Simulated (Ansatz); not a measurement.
# V2CO2 monolayer: relaxing the cell for a phonon run, part 2 of 2

Task: relax V2CO2 monolayer tightly.

Ansatz 0.2.0; DFT PBEsol, scalar-relativistic, plane waves, PAW.

So far. Step 2 (Probe on a coarse mesh): The coarse mesh shows no gap.

## 4. Bringing the structure to rest

The relaxation is repeated from its end on the same settings, as a check that it has come to rest.

input.yaml

```yaml
crystal:
  lattice:
    - [2.8640817438, 0.0, 0.0]
    - [-1.4320408719, 2.4803675487, 0.0]
    - [0.0, 0.0, 32.6]
  atoms:
    - { symbol: C, position: [0.0, 0.0, 0.3067484663] }
    - { symbol: V, position: [0.3333333333, 0.6666666667, 0.3428919003] }
    - { symbol: V, position: [0.6666666667, 0.3333333333, 0.2706050322] }
    - { symbol: O, position: [0.6666666667, 0.3333333333, 0.3739189657] }
    - { symbol: O, position: [0.3333333333, 0.6666666667, 0.2395779669] }
  periodic: [true, true, false]
kpoints:
  mp_grid: { grid: [15, 15, 1] }
hamiltonian:
  xc: pbesol
scf:
  occupations: { method: gaussian, width: 0.1 }
output:
  forces: true
  stress: true
  eigenvalues: true
  write_density: true
  write_potential: true
  elf: true
  volumetric_format: npy
relax:
  adjacent_minimum: "off"
  f_tol: 0.005
  max_steps: 80
  cell: { stress_2d_tol: 0.02 }
```

Run with:

```console
> ansatz run input.yaml --threads 8 --pin off --max-ram 14336MiB --backend cpu --events-out ev --progress --plain --runs-dir out
```

Numbers of over 12 decimals in the logs are rounded to 6 here.

The program printed:

```text
[...]
Crystal: 5 atoms, lattice volume = 231.590 Å³
Basis set: ecut = 420 eV, 4513 PW (Γ), exchange–correlation on 40×40×450 points (8 copies of the dense FFT grid, shifted against one another)
Bands: 26, of which v1, the nominal top of the filled ones, is band 21 counted from 1 (20 counted from 0)
Symmetry: 12 space group operations
[...]
k-points: 27 of 225
[...]
cell:  # Å, volume = 231.5896 Å³
    - [2.864082, 0.0, 0.0]
    - [-1.432041, 2.480368, 0.0]
    - [0.0, 0.0, 32.6]
  atoms:
    - { symbol: C, position: [0.0, 0.0, 0.306748] }
    - { symbol: V, position: [0.333333, 0.666667, 0.342892] }
    - { symbol: V, position: [0.666667, 0.333333, 0.27060503223] }
    - { symbol: O, position: [0.666667, 0.333333, 0.37391896568] }
    - { symbol: O, position: [0.333333, 0.666667, 0.23957796688] }
[key lines of the parts left out:]
SCF converged after 5 iterations
Free energy (F): -7141.509375 eV
Fermi energy:    -6.585226 eV
P = ½ c Tr σ = 0.0025 N/m
```

Run time: 6 s. Hardware: 8 threads of Arm Neoverse V1, shared host; peak memory 0.82 GiB; 40 s of CPU time.

Little changed from the start: no atom moved by 0.005 Å and no cell edge by 0.1 %.

Valence density in the ac plane at fractional y = 0.333, with atoms of V and O within 0.2 Å of it. It is the smooth field of the valence electrons, not physical close to the nuclei.

Ten steps, logarithmic in the rise over the least value, from '_' (0.00 × 1e0 e/Å³) to '@' (9.93 × 1e0 e/Å³), each cell a mean:
```
______________________________
______________________________
______________________________
______________________________
______________________________
______________________________
______________________________
______________________________
______________________________
______________________________
______________________________
______________________________
______________________________
______________________________
::........::--==**######**==--
----====------==++******++==--
--========--------======------
------------==**%%@@@@@@%%**==
::::------::::....::::::....::
______________________________
______________________________
______________________________
______________________________
______________________________
```
Columns run along a (2.9 Å), rows up along c (32.6 Å). Atoms in or near the plane, at fractional coordinates: V at (0.67, 0.27), O at (0.67, 0.37).

ELF in the ac plane at fractional y = 0.333, with atoms of V and O within 0.2 Å of it. It is the smooth field of the valence electrons, not physical close to the nuclei.

Ten even steps from '_' (0.00) to '@' (0.73), each cell a mean:
```
______________________________
______________________________
______________________________
______________________________
______________________________
______________________________
______________________________
______________________________
______________________________
______________________________
______________________________
______________________________
______________________________
________________..........____
++..____..++%%@@@@@@@@@@@@@@%%
::..::::..::==**************==
**########**++--::::::::::--++
::--++++--::--**%%@@@@@@%%**--
++########++--..__________..--
______________________________
______________________________
______________________________
______________________________
______________________________
```
Columns run along a (2.9 Å), rows up along c (32.6 Å). Atoms in or near the plane, at fractional coordinates: V at (0.67, 0.27), O at (0.67, 0.37).

Electrostatic potential energy in the ac plane at fractional y = 0.333, with atoms of V and O within 0.2 Å of it. With pseudopotentials it is smooth inside the atoms' cores, unlike the true potential.

Values in eV, 24 rows by 15 columns, each cell a mean:
```
  0   0   0   0   0   0   0   0   0   0   0   0   0   0   0
  0   0   0   0   0   0   0   0   0   0   0   0   0   0   0
  0   0   0   0   0   0   0   0   0   0   0   0   0   0   0
  0   0   0   0   0   0   0   0   0   0   0   0   0   0   0
  0   0   0   0   0   0   0   0   0   0   0   0   0   0   0
  0   0   0   0   0   0   0   0   0   0   0   0   0   0   0
  0   0   0   0   0   0   0   0   0   0   0   0   0   0   0
  0   0   0   0   0   0   0   0   0   0   0   0   0   0   0
  0   0   0   0   0   0   0   0   0   0   0   0   0   0   0
  0   0   0   0   0   0   0   0   0   0   0   0   0   0   0
  0   0   0   0   0   0   0   0   0   0   0   0   0   0   0
  0   0   0   0   0   0   0   0   0   0   0   0   0   0   0
  0   0   0   0   0   0   0   0   0   0   0   0   0   0   0
  0   0   0   0   0   0   0   0   0   0   0   0   0   0   0
 -2  -2  -2  -2  -2  -2  -4 -11 -16 -18 -18 -18 -16 -11  -4
-14 -19 -21 -21 -19 -14 -11 -15 -17 -18 -19 -18 -17 -15 -11
-10 -12 -13 -13 -12 -10 -10 -11 -13 -14 -14 -14 -13 -11 -10
-15 -10  -8  -8 -10 -15 -27 -31 -32 -32 -31 -32 -32 -31 -27
 -3  -3  -3  -3  -3  -3  -4  -5  -6  -8  -8  -8  -6  -5  -4
  0   0   0   0   0   0   0   0   0   0   0   0   0   0   0
  0   0   0   0   0   0   0   0   0   0   0   0   0   0   0
  0   0   0   0   0   0   0   0   0   0   0   0   0   0   0
  0   0   0   0   0   0   0   0   0   0   0   0   0   0   0
  0   0   0   0   0   0   0   0   0   0   0   0   0   0   0
```
Columns run along a (2.9 Å; values clipped at the 3rd and 97th percentile), rows up along c (32.6 Å). Atoms in or near the plane, at fractional coordinates: V at (0.67, 0.27), O at (0.67, 0.37).

## 5. Relaxing to small forces for the phonons

Phonons need a cell at rest on their own settings, so the relaxation is repeated with tight tolerances on forces and stress, using the mesh and the filling of the phonon run that follows.

input.yaml: that of step 4 with these lines changed.

```diff
@@ -13,3 +13,3 @@
 kpoints:
-  mp_grid: { grid: [15, 15, 1] }
+  mp_grid: { grid: [18, 18, 1] }
 hamiltonian:
@@ -17,3 +17,3 @@
 scf:
-  occupations: { method: gaussian, width: 0.1 }
+  occupations: { method: methfessel_paxton, width: 0.15 }
 output:
@@ -28,4 +28,4 @@
   adjacent_minimum: "off"
-  f_tol: 0.005
-  max_steps: 80
-  cell: { stress_2d_tol: 0.02 }
+  f_tol: 0.001
+  max_steps: 60
+  cell: { stress_2d_tol: 0.002 }
```

The program printed:

```text
[...]
Crystal: 5 atoms, lattice volume = 231.590 Å³
Basis set: ecut = 420 eV, 4513 PW (Γ), exchange–correlation on 40×40×450 points (8 copies of the dense FFT grid, shifted against one another)
Bands: 26, of which v1, the nominal top of the filled ones, is band 21 counted from 1 (20 counted from 0)
Symmetry: 12 space group operations
[...]
k-points: 37 of 324
[...]
cell:  # Å, volume = 231.6159 Å³
    - [2.864245, 0.0, 0.0]
    - [-1.432122, 2.480509, 0.0]
    - [0.0, 0.0, 32.6]
  atoms:
    - { symbol: C, position: [0, 0, 0.306748] }
    - { symbol: V, position: [0.333333, 0.666667, 0.342887] }
    - { symbol: V, position: [0.666667, 0.333333, 0.270610] }
    - { symbol: O, position: [0.666667, 0.333333, 0.373907] }
    - { symbol: O, position: [0.333333, 0.666667, 0.239590] }
[key lines of the parts left out:]
SCF converged after 7 iterations
Free energy (F): -7141.505040 eV
Fermi energy:    -6.585276 eV
P = ½ c Tr σ = -0.0005 N/m
```

Elapsed: 11 s, on 8 threads; peak memory 0.84 GiB; 84 s of CPU time.

Little changed from the start: no atom moved by 0.005 Å and no cell edge by 0.1 %.

Valence density in the ac plane at fractional y = 0.333, with atoms of V and O within 0.2 Å of it. It is the smooth field of the valence electrons, not physical close to the nuclei.

Values in units of 1e0 e/Å³, 24 rows by 15 columns, each cell a mean:
```
0.0 0.0 0.0 0.0 0.0 0.0 0.0 0.0 0.0 0.0 0.0 0.0 0.0 0.0 0.0
0.0 0.0 0.0 0.0 0.0 0.0 0.0 0.0 0.0 0.0 0.0 0.0 0.0 0.0 0.0
0.0 0.0 0.0 0.0 0.0 0.0 0.0 0.0 0.0 0.0 0.0 0.0 0.0 0.0 0.0
0.0 0.0 0.0 0.0 0.0 0.0 0.0 0.0 0.0 0.0 0.0 0.0 0.0 0.0 0.0
0.0 0.0 0.0 0.0 0.0 0.0 0.0 0.0 0.0 0.0 0.0 0.0 0.0 0.0 0.0
0.0 0.0 0.0 0.0 0.0 0.0 0.0 0.0 0.0 0.0 0.0 0.0 0.0 0.0 0.0
0.0 0.0 0.0 0.0 0.0 0.0 0.0 0.0 0.0 0.0 0.0 0.0 0.0 0.0 0.0
0.0 0.0 0.0 0.0 0.0 0.0 0.0 0.0 0.0 0.0 0.0 0.0 0.0 0.0 0.0
0.0 0.0 0.0 0.0 0.0 0.0 0.0 0.0 0.0 0.0 0.0 0.0 0.0 0.0 0.0
0.0 0.0 0.0 0.0 0.0 0.0 0.0 0.0 0.0 0.0 0.0 0.0 0.0 0.0 0.0
0.0 0.0 0.0 0.0 0.0 0.0 0.0 0.0 0.0 0.0 0.0 0.0 0.0 0.0 0.0
0.0 0.0 0.0 0.0 0.0 0.0 0.0 0.0 0.0 0.0 0.0 0.0 0.0 0.0 0.0
0.0 0.0 0.0 0.0 0.0 0.0 0.0 0.0 0.0 0.0 0.0 0.0 0.0 0.0 0.0
0.0 0.0 0.0 0.0 0.0 0.0 0.0 0.0 0.0 0.0 0.0 0.0 0.0 0.0 0.0
0.2 0.1 0.1 0.1 0.1 0.2 0.4 0.8 1.7 2.7 3.0 2.7 1.7 0.8 0.4
0.4 0.5 0.6 0.6 0.5 0.4 0.5 0.8 1.4 2.1 2.3 2.1 1.4 0.8 0.5
0.5 0.6 0.6 0.6 0.6 0.5 0.4 0.4 0.5 0.6 0.6 0.6 0.5 0.4 0.4
0.4 0.4 0.4 0.4 0.4 0.4 0.9 2.4 5.4 8.6 9.9 8.6 5.4 2.4 0.9
0.2 0.3 0.3 0.3 0.3 0.2 0.2 0.1 0.1 0.2 0.2 0.2 0.1 0.1 0.2
0.0 0.0 0.0 0.0 0.0 0.0 0.0 0.0 0.0 0.0 0.0 0.0 0.0 0.0 0.0
0.0 0.0 0.0 0.0 0.0 0.0 0.0 0.0 0.0 0.0 0.0 0.0 0.0 0.0 0.0
0.0 0.0 0.0 0.0 0.0 0.0 0.0 0.0 0.0 0.0 0.0 0.0 0.0 0.0 0.0
0.0 0.0 0.0 0.0 0.0 0.0 0.0 0.0 0.0 0.0 0.0 0.0 0.0 0.0 0.0
0.0 0.0 0.0 0.0 0.0 0.0 0.0 0.0 0.0 0.0 0.0 0.0 0.0 0.0 0.0
```
Columns run along a (2.9 Å), rows up along c (32.6 Å). Atoms in or near the plane, at fractional coordinates: V at (0.67, 0.27), O at (0.67, 0.37).

ELF in the ac plane at fractional y = 0.333, with atoms of V and O within 0.2 Å of it. It is the smooth field of the valence electrons, not physical close to the nuclei.

Ten even steps from '_' (0.00) to '@' (0.73), each cell a mean:
```
______________________________
______________________________
______________________________
______________________________
______________________________
______________________________
______________________________
______________________________
______________________________
______________________________
______________________________
______________________________
______________________________
________________..........____
++..____..++%%@@@@@@@@@@@@@@%%
::..::::..::==**************==
**########**++--::::::::::--++
::--++++--::--**%%@@@@@@%%**--
++########++--..__________..--
______________________________
______________________________
______________________________
______________________________
______________________________
```
Columns run along a (2.9 Å), rows up along c (32.6 Å). Atoms in or near the plane, at fractional coordinates: V at (0.67, 0.27), O at (0.67, 0.37).

Electrostatic potential energy in the ac plane at fractional y = 0.333, with atoms of V and O within 0.2 Å of it. With pseudopotentials it is smooth inside the atoms' cores, unlike the true potential.

Ten even steps from '_' (-32 eV) to '@' (0 eV), each cell a mean:
```
@@@@@@@@@@@@@@@@@@@@@@@@@@@@@@
@@@@@@@@@@@@@@@@@@@@@@@@@@@@@@
@@@@@@@@@@@@@@@@@@@@@@@@@@@@@@
@@@@@@@@@@@@@@@@@@@@@@@@@@@@@@
@@@@@@@@@@@@@@@@@@@@@@@@@@@@@@
@@@@@@@@@@@@@@@@@@@@@@@@@@@@@@
@@@@@@@@@@@@@@@@@@@@@@@@@@@@@@
@@@@@@@@@@@@@@@@@@@@@@@@@@@@@@
@@@@@@@@@@@@@@@@@@@@@@@@@@@@@@
@@@@@@@@@@@@@@@@@@@@@@@@@@@@@@
@@@@@@@@@@@@@@@@@@@@@@@@@@@@@@
@@@@@@@@@@@@@@@@@@@@@@@@@@@@@@
@@@@@@@@@@@@@@@@@@@@@@@@@@@@@@
@@@@@@@@@@@@@@@@@@@@@@@@@@@@@@
@@@@@@@@@@@@%%**++======++**%%
++==----==++**++==========++**
******************++++++******
++########++..______________..
%%%%@@%%@@%%%%%%########%%%%%%
@@@@@@@@@@@@@@@@@@@@@@@@@@@@@@
@@@@@@@@@@@@@@@@@@@@@@@@@@@@@@
@@@@@@@@@@@@@@@@@@@@@@@@@@@@@@
@@@@@@@@@@@@@@@@@@@@@@@@@@@@@@
@@@@@@@@@@@@@@@@@@@@@@@@@@@@@@
```
Columns run along a (2.9 Å; values clipped at the 3rd and 97th percentile), rows up along c (32.6 Å). Atoms in or near the plane, at fractional coordinates: V at (0.67, 0.27), O at (0.67, 0.37).

The largest force component left is 0.61 meV/Å, within the tolerances set.

## 6. Results

- space group after relaxation: P-3m1
- lattice constant a: 2.864 Å
- lattice constant b: 2.864 Å
- area per atom: 1.42 Å²

In words: The largest force component left is 0.61 meV/Å, within the tolerances set. The relaxation keeps the symmetry of its start, so it says nothing on stability against lower symmetry. The runs are without spin polarisation, although V often carries a moment. The starting cell was built on a prototype and not taken from a measurement.

[Logs are printed without paths, hosts, clocks, repeated set-up lines and the standing remarks that a program may print on its own settings, such as how far it seeks lower states.]

[Hosts, paths, dates, database ids (printed as entryN), source tags and the programs' standing remarks are cut or masked in the printed files.]
